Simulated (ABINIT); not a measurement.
# SnO2 (Cassiterite): G0W0 with ABINIT, start to end

Wanted: ground state, empty states, screening and self-energy for SnO2 (Cassiterite).

Main program and level: ABINIT 10.8.3; PBE and many-body steps on it, plane waves.

**Experimental background.**

- Gap 3.6 eV: experimental gap quoted from earlier work; bulk crystal (quoted in “Study on the Photocatalytic Properties of Flower-Shaped SnO2”, 2022, pmc:9565917).

Report form: the programs' logs are mostly left out.

## Step 1: Set-up

The structure is tetragonal, space group P4_2/mnm (No. 136). Conventional cell: a = 4.738 Å, b = 4.738 Å, c = 3.187 Å, α = 90.00°, β = 90.00°, γ = 90.00°. Nearest to Sn lie 6 O at 2.05 to 2.06 Å. Nearest to O lie 3 Sn at 2.05 to 2.06 Å. Farther neighbours and most contacts between anions are not listed.

The cell and positions come from the Crystallography Open Database and are kept as given unless a step says otherwise.

## Step 2: Ground state

This step: ABINIT 10.8.3; DFT, PBE, plane waves, norm-conserving pseudopotentials.

The ground-state density comes first.

The input, run.abi:

```
acell 3*1.0 Angstrom
rprim 
  4.738000000000 0.000000000000 0.000000000000
  0.000000000000 4.738000000000 0.000000000000
  0.000000000000 0.000000000000 3.186500000000
ntypat 2
znucl 50 8
natom 6
typat 1 1 2 2 2 2
xred 
  0.000000000000 0.000000000000 0.000000000000
  0.500000000000 0.500000000000 0.500000000000
  0.307100000000 0.307100000000 0.000000000000
  0.192900000000 0.807100000000 0.500000000000
  0.692900000000 0.692900000000 0.000000000000
  0.807100000000 0.192900000000 0.500000000000
pp_dirpath "pseudos"
pseudos "Sn.upf, O.upf"
ecut 42
ngkpt 4 4 6
nshiftk 1
shiftk 0 0 0
kptopt 1
chksymbreak 0
nband 41
occopt 1
tolvrs 1e-10
nstep 60
prtwf 0
indata_prefix "in"
outdata_prefix "out"
tmpdata_prefix "tmp"
```

Command:

```
> OMP_NUM_THREADS=1 mpirun -n 8 abinit run.abi > log
```

Run time: 35 s. Hardware: 8 MPI ranks of Arm Neoverse V2, shared host; peak memory 0.78 GiB; 4.7 min of CPU time.

Numbers from this step:

| Property | Result |
| --- | --- |
| total energy | -13864.0888 eV |
| gap | 1.284 eV |
| k of the valence top | 0, 0, 0 |
| k of the conduction bottom | 0, 0, 0 |
| least direct gap | 1.284 eV |
| pressure | 8.279 GPa |

The gap is direct, at Γ.

The cutoff was set for levels, not for stress, so the pressure can be off by some GPa.

## Step 3: Empty states on the mesh, 4×4×4 mesh, 89 bands

The sums over transitions need many empty states on a uniform mesh; this step solves for them.

Changes to run.abi since step 2:

```diff
@@ -19,3 +19,3 @@
 ecut 42
-ngkpt 4 4 6
+ngkpt 4 4 4
 nshiftk 1
@@ -24,7 +24,10 @@
 chksymbreak 0
-nband 41
-occopt 1
-tolvrs 1e-10
+iscf -2
+irdden 1
+istwfk *1
+nband 89
+nbdbuf 8
+tolwfr 1e-09
 nstep 60
-prtwf 0
+prtvol 0
 indata_prefix "in"
```

Wall time 44 s (8 MPI ranks); peak memory 0.7 GiB; 5.8 min of CPU time.

This step gave:

```
gap                                                           : 1.284 eV
k of the valence top                                          : 0, 0, 0
k of the conduction bottom                                    : 0, 0, 0
least direct gap                                              : 1.284 eV
k points computed                                             : 18
lowest point of the top converged band, above the valence top : 36.96 eV
```

On this mesh the gap is 1.284 eV.

## Step 4: Screening, 4×4×4 mesh, 81 bands, screening to 106.1 eV

The RPA dielectric matrix is built and inverted for each q.

This step: RPA screening on PBE, plane waves, norm-conserving pseudopotentials.

Changes to run.abi since step 3:

```diff
@@ -24,10 +24,11 @@
 chksymbreak 0
-iscf -2
-irdden 1
 istwfk *1
-nband 89
-nbdbuf 8
-tolwfr 1e-09
-nstep 60
-prtvol 0
+occopt 1
+irdwfk 1
+optdriver 3
+nband 81
+ecuteps 3.9
+inclvkb 2
+awtr 1
+symchi 1
 indata_prefix "in"
```

Wall time 79 s (8 MPI ranks); peak memory 4.1 GiB.

Numbers from this step:

- ε∞ with local fields, on this mesh, along the program's q direction: 4.545
- the same without local fields: 4.746
- plasma frequency: 36.20 eV
- plane waves in the screening matrix: 177

Local fields lower ε∞ by 4 %. On a Γ-centred mesh this coarse the value itself is usually too large, while a short band sum pulls it down.

## Step 5: Self-energy, 4×4×4 mesh, 81 bands, screening to 106.1 eV

The self-energy is evaluated for the states that the input lists, and the levels follow from it, in one-shot runs by the linearised quasiparticle equation.

This step: G0W0 on PBE, plane waves, norm-conserving pseudopotentials.

Changes to run.abi since step 4:

```diff
@@ -27,8 +27,15 @@
 irdwfk 1
-optdriver 3
+optdriver 4
 nband 81
+gwcalctyp 0
+ecutsigx 42
+symsigma 1
+nkptgw 1
+kptgw 
+  0.0000000000 0.0000000000 0.0000000000
+bdgw 
+  32 36
 ecuteps 3.9
-inclvkb 2
-awtr 1
-symchi 1
+irdscr 1
+ppmodel 1
 indata_prefix "in"
```

It took 4.5 s on 8 MPI ranks; peak memory 2.1 GiB; 35 s of CPU time.

Numbers from this step:

```yaml
g0w0_gap_on_the_points_computed: 2.79 eV
starting_gap_on_the_mesh: 1.284 eV
k_of_the_valence_top: 0, 0, 0
k_of_the_conduction_bottom: 0, 0, 0
z_at_the_valence_top: 0.79
z_at_the_conduction_bottom: 0.846
least_direct_g0w0_gap_on_the_computed_points: 2.79 eV
```

The gap on the mesh goes from 1.28 eV to 2.79 eV, a correction of +1.51 eV.

Limits: finite bands, cutoff and mesh; no spin-orbit coupling; coarse k mesh. v1 is the top filled band, c1 the lowest empty one. The levels before and after the correction (eV, zero at the valence-band top of each column):

```
           conduction bottom  valence top
Kohn-Sham               1.28         0.00
     G0W0               2.79         0.00
```

```
             level  energy (eV)
Kohn-Sham  Γ v3-v2       -0.764
Kohn-Sham     Γ v1        0.000
Kohn-Sham     Γ c1        1.284
Kohn-Sham     Γ c2        6.143
     G0W0  Γ v3-v2       -0.756
     G0W0     Γ v1        0.000
     G0W0     Γ c1        2.790
     G0W0     Γ c2        8.292
```

## Step 6: Where the time went

Times are wall times on 8 MPI ranks of Arm Neoverse V2, shared host, good to a factor of about two.

```
                    step   time  share  memory (GiB)
            ground state   35 s   22 %          0.78
empty states on the mesh   44 s   27 %           0.7
               screening   79 s   49 %           4.1
             self-energy  4.5 s    3 %           2.1
```

## Step 7: Summary of results

| Quantity | Value |
| --- | --- |
| PBE gap | 1.28 eV, direct |
| G0W0 gap on the mesh | 2.79 eV |
| GW settings | 4×4×4 mesh, 81 bands, screening to 106.1 eV, Godby-Needs plasmon pole |
| known limits | not at the basis limit; no spin-orbit coupling; coarse k mesh |

What this shows: G0W0 moves the gap on the mesh from 1.28 eV to 2.79 eV (+1.51 eV), with Z of 0.79 and 0.85 at the edges. Local fields lower the RPA ε∞ on this mesh from 4.75 to 4.54; a Γ-centred mesh this coarse tends to raise both, most where the direct gap is narrow, while a short band sum lowers them. Only 1 of the mesh's irreducible points was corrected, so a valley elsewhere could overtake. The dearest step here is «screening». Against experiment, by G0W0@PBE: the gap of 2.79 eV lies −0.81 eV from the measured 3.6 eV (kind not stated, quoted 2022). The calculation has static nuclei and no excitons; a measured gap holds zero-point and thermal motion, which mostly lowers it. Against the values above the computed gap that would widen the miss. An edge that is forbidden or weak in absorption could explain it, and so could too strong a screening: the start's gap is only 1.28 eV, the mesh is coarse, and one shot does not repair that. Bands and cutoff are finite, so the gap is not at the basis limit. The miss can reach some tenths of an eV and take either sign; the mesh is an error of its own. In the G0W0 run levels were corrected at 1 k point alone, so a gap called «on the mesh» is the least over those, and an edge elsewhere would be missed. The 4×4×4 mesh is coarse for this cell, which bears on the long-range parts of exchange and screening. The many-body steps are scalar-relativistic: spin-orbit coupling is not in them.

[Paths, hosts, dates, memory and timing lines, banners, echoed tables and standing remarks are left out of the program output.]

[Logs are printed without paths, hosts, clocks, repeated set-up lines and the standing remarks that a program may print on its own settings, such as how far it seeks lower states.]

[Runs of the session that timed out or met a known fault of the program may be left out.]

[Hosts, paths, dates, database ids (printed as entryN), source tags and the programs' standing remarks are cut or masked in the printed files.]

[G0W0 gaps are taken among the corrected bands and points alone; a level outside them can change the order at an edge.]

[Where Ansatz stands beside ABINIT at settings called matched, ABINIT's density can come from a denser mesh and the files from another edition; pairs whose starting gaps differed by over 0.03 eV were left out, so agreement reads better than it is.]
